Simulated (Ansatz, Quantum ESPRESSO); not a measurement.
# Sn chain with one atom pushed 1.0 Å aside at constant bond length: ballistic transmission, part 3 of 4

Wanted: the transmission near the Fermi level and the conductance of this junction: Sn chain with one atom pushed 1.0 Å aside at constant bond length.

Quantum ESPRESSO 7.5; plane-wave DFT, LDA, GBRV ultrasoft pseudopotentials; cross-check by Ansatz 0.2.0 with PAW datasets.

So far. Step 2 (Self-consistent run): The run needed 20 iterations to bring the estimated error under 1e-07 Ry; the largest force on any atom, held or free, is 0.14 eV/Å. Step 3 (The open system): At no point does T exceed the number of channels.

### Step 4. The open system, with nz1 = 3

Level of this step: transmission by pwcond, lead and junction from one cell; plane-wave DFT, LDA, GBRV ultrasoft pseudopotentials (Quantum ESPRESSO).

A sensitivity test on the input.

cond.w.in

```
&inputcond
  outdir = './out'
  prefixt = 'scf'
  tran_file = 'cond.w.dat'
  bdl = 0.7333333333
  bds = 3.9831300507
  ikind = 1
  ewind = 4.0
  epsproj = 1e-05
  nz1 = 3
  energy0 = 2.0
  denergy = -0.1
/
1
  0.00000000 0.00000000 1.00000000
41
```

Started as:

```sh
> OMP_NUM_THREADS=1 mpirun -n 4 pwcond.x -in cond.w.in > cond.w.out
```

The log of the run:

```text
[banner, memory and clock lines left out]
Program PWCOND v.7.5 starts
[citation notice left out]

[...]
./out/scf.save/

[...]
negative rho (up, down):  5.986E-06 0.000E+00
     Reading collected, re-writing distributed wavefunctions

===== INPUT FILE containing all the regions =====

     GEOMETRY:

     lattice parameter (alat)  =      14.1729  a.u.
     the volume                =   11339.7865 (a.u.)^3
     the cross section         =     200.8724 (a.u.)^2
     l of the unit cell        =       3.9831 (alat)
     number of atoms/cell      =           11
     number of atomic types    =            1

     crystal axes: (cart. coord. in units of alat)
               a(1) = (  1.0000  0.0000  0.0000 )
               a(2) = (  0.0000  1.0000  0.0000 )
               a(3) = (  0.0000  0.0000  3.9831 )

   Cartesian axes

     site n.     atom                  positions (alat units)
          1        Sn     tau(  1)=(  0.5000  0.5000  3.9831  )
          2        Sn     tau(  2)=(  0.5000  0.5000  0.3667  )
          3        Sn     tau(  3)=(  0.5000  0.5000  0.7333  )
          4        Sn     tau(  4)=(  0.5000  0.5000  1.1000  )
          5        Sn     tau(  5)=(  0.5000  0.5000  1.4667  )
          6        Sn     tau(  6)=(  0.6333  0.5000  1.8082  )
          7        Sn     tau(  7)=(  0.5000  0.5000  2.1498  )
          8        Sn     tau(  8)=(  0.5000  0.5000  2.5165  )
          9        Sn     tau(  9)=(  0.5000  0.5000  2.8831  )
         10        Sn     tau( 10)=(  0.5000  0.5000  3.2498  )
         11        Sn     tau( 11)=(  0.5000  0.5000  3.6165  )

     nr1s                      =           54
     nr2s                      =           54
     nr3s                      =          216
     nr1sx                     =           54
     nr2sx                     =           54
     nr3sx                     =          216
     nr1                       =           60
     nr2                       =           60
     nr3                       =          240
     nr1x                      =           60
     nr2x                      =           60
     nr3x                      =          240

 _______________________________
  Radii of nonlocal spheres:

     type       ibeta     ang. mom.          radius (alat units)
       Sn         1         0                    0.1513
       Sn         2         0                    0.1513
       Sn         3         1                    0.1513
       Sn         4         1                    0.1513
       Sn         5         2                    0.1513
       Sn         6         2                    0.1513
----- General information -----

--- T calc. with identical leads (ikind=1) ---

     nrx                       =           54
     nry                       =           54
     nz1                       =            3

     energy0               =         2.0E+00
     denergy               =        -1.0E-01
     nenergy               =         41
     ecut2d                =         3.4E+01
     ewind                 =         4.0E+00
     epsproj               =         1.0E-05

     number of k_|| points=    1
                       cryst. coord.
        k(    1) = (   0.0000000   0.0000000), wk =   1.0000000
----- Information about left/right lead -----

     nocros                   =           18
     noins                    =           18
     norb                     =           54
     norbf                    =          180
     nrz                      =           40

      iorb      type   ibeta   ang. mom.   m       position (alat)
        1        1       1        0        1   taunew(   1)=(  0.5000  0.5000  0.0000)
        2        1       2        0        1   taunew(   2)=(  0.5000  0.5000  0.0000)
[...]
54        1       6        2        5   taunew(  54)=(  0.5000  0.5000  0.7333)
    k slab    z(k)  z(k+1)     crossing(iorb=1,norb)
    1   0.0000 0.0183 0.0183   111111111111111111000000000000000000000000000000000000
    2   0.0183 0.0367 0.0183   111111111111111111000000000000000000000000000000000000
[...]
40   0.7150 0.7333 0.0183   000000000000000000000000000000000000111111111111111111
----- Information about scattering region -----

     noins                    =          144
     norb                     =          180
     norbf                    =          180
     nrz                      =          176

      iorb      type   ibeta   ang. mom.   m       position (alat)
        1        1       1        0        1   taunew(   1)=(  0.5000  0.5000  0.0000)
        2        1       2        0        1   taunew(   2)=(  0.5000  0.5000  0.0000)
[...]
180        1       6        2        5   taunew( 180)=(  0.5000  0.5000  3.2498)
 ngper, shell number =          545          70
 ngper, n2d =          545         173
---  E-Ef =    2.0000000  k =    0.0000000   0.0000000
---  ie =          1  ik =          1
 Nchannels of the left tip =            3
 Right moving states:
   k1(2pi/a)   k2(2pi/a)   E-Ef (eV)
  -0.2547631   0.0000159   2.0000000
  -0.2558618   0.0000144   2.0000000
   0.3729541   0.0000140   2.0000000
 Left moving states:
   k1(2pi/a)   k2(2pi/a)   E-Ef (eV)
   0.2547631   0.0000159   2.0000000
   0.2558618   0.0000144   2.0000000
  -0.3729541   0.0000140   2.0000000

 to transmit
 Band j to band i transmissions and reflections:
    j         i     |T_ij|^2    |R_ij|^2

    1 -->     1     0.32506     0.29994
    1 -->     2     0.00000     0.00000
    1 -->     3     0.31541     0.05959
   Total T_j, R_j =    0.64047  0.35953

    2 -->     1     0.00000     0.00000
    2 -->     2     0.99678     0.00322
    2 -->     3     0.00000     0.00000
   Total T_j, R_j =    0.99678  0.00322

    3 -->     1     0.31528     0.05959
    3 -->     2     0.00000     0.00000
    3 -->     3     0.59395     0.03118
   Total T_j, R_j =    0.90922  0.09078

E-Ef(ev), T(x2 spins) =    2.0000000   5.0929415
---  E-Ef =    1.9000000  k =    0.0000000   0.0000000
---  ie =          2  ik =          1
 Nchannels of the left tip =            3
 Right moving states:
   k1(2pi/a)   k2(2pi/a)   E-Ef (eV)
  -0.2703174   0.0000161   1.9000000
  -0.2714128   0.0000145   1.9000000
   0.3663576   0.0000141   1.9000000
 Left moving states:
   k1(2pi/a)   k2(2pi/a)   E-Ef (eV)
   0.2703174   0.0000161   1.9000000
   0.2714128   0.0000145   1.9000000
  -0.3663576   0.0000141   1.9000000

 to transmit
 Band j to band i transmissions and reflections:
    j         i     |T_ij|^2    |R_ij|^2

    1 -->     1     0.33974     0.25696
    1 -->     2     0.00000     0.00000
    1 -->     3     0.35395     0.04935
   Total T_j, R_j =    0.69369  0.30631

    2 -->     1     0.00000     0.00000
    2 -->     2     0.99731     0.00269
    2 -->     3     0.00000     0.00000
   Total T_j, R_j =    0.99731  0.00269

    3 -->     1     0.35408     0.04935
    3 -->     2     0.00000     0.00000
    3 -->     3     0.56287     0.03370
   Total T_j, R_j =    0.91695  0.08305

E-Ef(ev), T(x2 spins) =    1.9000000   5.2159180
---  E-Ef =    1.8000000  k =    0.0000000   0.0000000
---  ie =          3  ik =          1
 Nchannels of the left tip =            3
 Right moving states:
   k1(2pi/a)   k2(2pi/a)   E-Ef (eV)
  -0.2858861   0.0000162   1.8000000
  -0.2869814   0.0000147   1.8000000
   0.3597380   0.0000141   1.8000000
 Left moving states:
   k1(2pi/a)   k2(2pi/a)   E-Ef (eV)
   0.2858861   0.0000162   1.8000000
   0.2869814   0.0000147   1.8000000
  -0.3597380   0.0000141   1.8000000

 to transmit
 Band j to band i transmissions and reflections:
    j         i     |T_ij|^2    |R_ij|^2

    1 -->     1     0.34914     0.21917
    1 -->     2     0.00000     0.00000
    1 -->     3     0.39203     0.03965
   Total T_j, R_j =    0.74117  0.25883

    2 -->     1     0.00000     0.00000
    2 -->     2     0.99782     0.00218
    2 -->     3     0.00000     0.00000
   Total T_j, R_j =    0.99782  0.00218

    3 -->     1     0.39267     0.03965
    3 -->     2     0.00000     0.00000
    3 -->     3     0.53157     0.03611
   Total T_j, R_j =    0.92424  0.07576

E-Ef(ev), T(x2 spins) =    1.8000000   5.3264657
[... further energies and points left out ...]
---  E-Ef =   -1.8000000  k =    0.0000000   0.0000000
---  ie =         39  ik =          1
 Nchannels of the left tip =            1
 Right moving states:
   k1(2pi/a)   k2(2pi/a)   E-Ef (eV)
   0.0968201   0.0000143  -1.8000000
 Left moving states:
   k1(2pi/a)   k2(2pi/a)   E-Ef (eV)
  -0.0968201   0.0000143  -1.8000000

 to transmit
 Band j to band i transmissions and reflections:
    j         i     |T_ij|^2    |R_ij|^2

    1 -->     1     0.86144     0.13856
   Total T_j, R_j =    0.86144  0.13856

E-Ef(ev), T(x2 spins) =   -1.8000000   1.7228787
---  E-Ef =   -1.9000000  k =    0.0000000   0.0000000
---  ie =         40  ik =          1
 Nchannels of the left tip =            1
 Right moving states:
   k1(2pi/a)   k2(2pi/a)   E-Ef (eV)
   0.0883129   0.0000143  -1.9000000
 Left moving states:
   k1(2pi/a)   k2(2pi/a)   E-Ef (eV)
  -0.0883129   0.0000143  -1.9000000

 to transmit
 Band j to band i transmissions and reflections:
    j         i     |T_ij|^2    |R_ij|^2

    1 -->     1     0.87644     0.12356
   Total T_j, R_j =    0.87644  0.12356

E-Ef(ev), T(x2 spins) =   -1.9000000   1.7528878
---  E-Ef =   -2.0000000  k =    0.0000000   0.0000000
---  ie =         41  ik =          1
 Nchannels of the left tip =            1
 Right moving states:
   k1(2pi/a)   k2(2pi/a)   E-Ef (eV)
   0.0796398   0.0000143  -2.0000000
 Left moving states:
   k1(2pi/a)   k2(2pi/a)   E-Ef (eV)
  -0.0796398   0.0000143  -2.0000000

 to transmit
 Band j to band i transmissions and reflections:
    j         i     |T_ij|^2    |R_ij|^2

    1 -->     1     0.88843     0.11157
   Total T_j, R_j =    0.88843  0.11157

E-Ef(ev), T(x2 spins) =   -2.0000000   1.7768622
   T_tot     2.00000      0.50929E+01
   T_tot     1.90000      0.52159E+01
   T_tot     1.80000      0.53265E+01
   T_tot     1.70000      0.54239E+01
   T_tot     1.60000      0.55074E+01
   T_tot     1.50000      0.55645E+01
   T_tot     1.40000      0.56479E+01
   T_tot     1.30000      0.56944E+01
   T_tot     1.20000      0.57326E+01
   T_tot     1.10000      0.57624E+01
   T_tot     1.00000      0.57840E+01
   T_tot     0.90000      0.57980E+01
   T_tot     0.80000      0.58041E+01
   T_tot     0.70000      0.58019E+01
   T_tot     0.60000      0.57854E+01
   T_tot     0.50000      0.57897E+01
   T_tot     0.40000      0.57666E+01
   T_tot     0.30000      0.57388E+01
   T_tot     0.20000      0.57064E+01
   T_tot     0.10000      0.56688E+01
   T_tot    -0.00000      0.56252E+01
   T_tot    -0.10000      0.55728E+01
   T_tot    -0.20000      0.55061E+01
   T_tot    -0.30000      0.54159E+01
   T_tot    -0.40000      0.52918E+01
   T_tot    -0.50000      0.51270E+01
   T_tot    -0.60000      0.49135E+01
   T_tot    -0.70000      0.45592E+01
   T_tot    -0.80000      0.28955E+01
   T_tot    -0.90000      0.83310E+00
   T_tot    -1.00000      0.10387E+01
   T_tot    -1.10000      0.12033E+01
   T_tot    -1.20000      0.13335E+01
   T_tot    -1.30000      0.14369E+01
   T_tot    -1.40000      0.15196E+01
   T_tot    -1.50000      0.15866E+01
   T_tot    -1.60000      0.16412E+01
   T_tot    -1.70000      0.16861E+01
   T_tot    -1.80000      0.17229E+01
   T_tot    -1.90000      0.17529E+01
   T_tot    -2.00000      0.17769E+01

[...]
```

Wall time 3.2 min (4 MPI ranks of Arm Neoverse V2, shared host); peak memory 0.48 GiB; 13 min of CPU time.

The changed values were drawn from a wide range, not chosen for quality; the comparison shows what they did here together.

Beside the run it was changed from:

```csv
quantity,this run,unchanged run,difference
"transmission at the Fermi level, one spin",2.813,2.813,-1.7e-4
"lead channels at the Fermi level, one spin",3,3,0
wall time (s),195,205,
```

Over all energies T moves by up to 0.027, at -0.8 eV.

The physical values in this table stay within 0.05 %.

(Continued in part 4 of 4.)

[Logs are printed without paths, hosts, clocks, repeated set-up lines and the standing remarks that a program may print on its own settings, such as how far it seeks lower states.]

[Hosts, paths, dates, database ids (printed as entryN), source tags and the programs' standing remarks are cut or masked in the printed files.]

[Maps of the electrostatic potential energy from Ansatz leave out the sawtooth potential of an applied field or a dipole correction, so their vacuum need not be flat; planar profiles and work functions include it.]
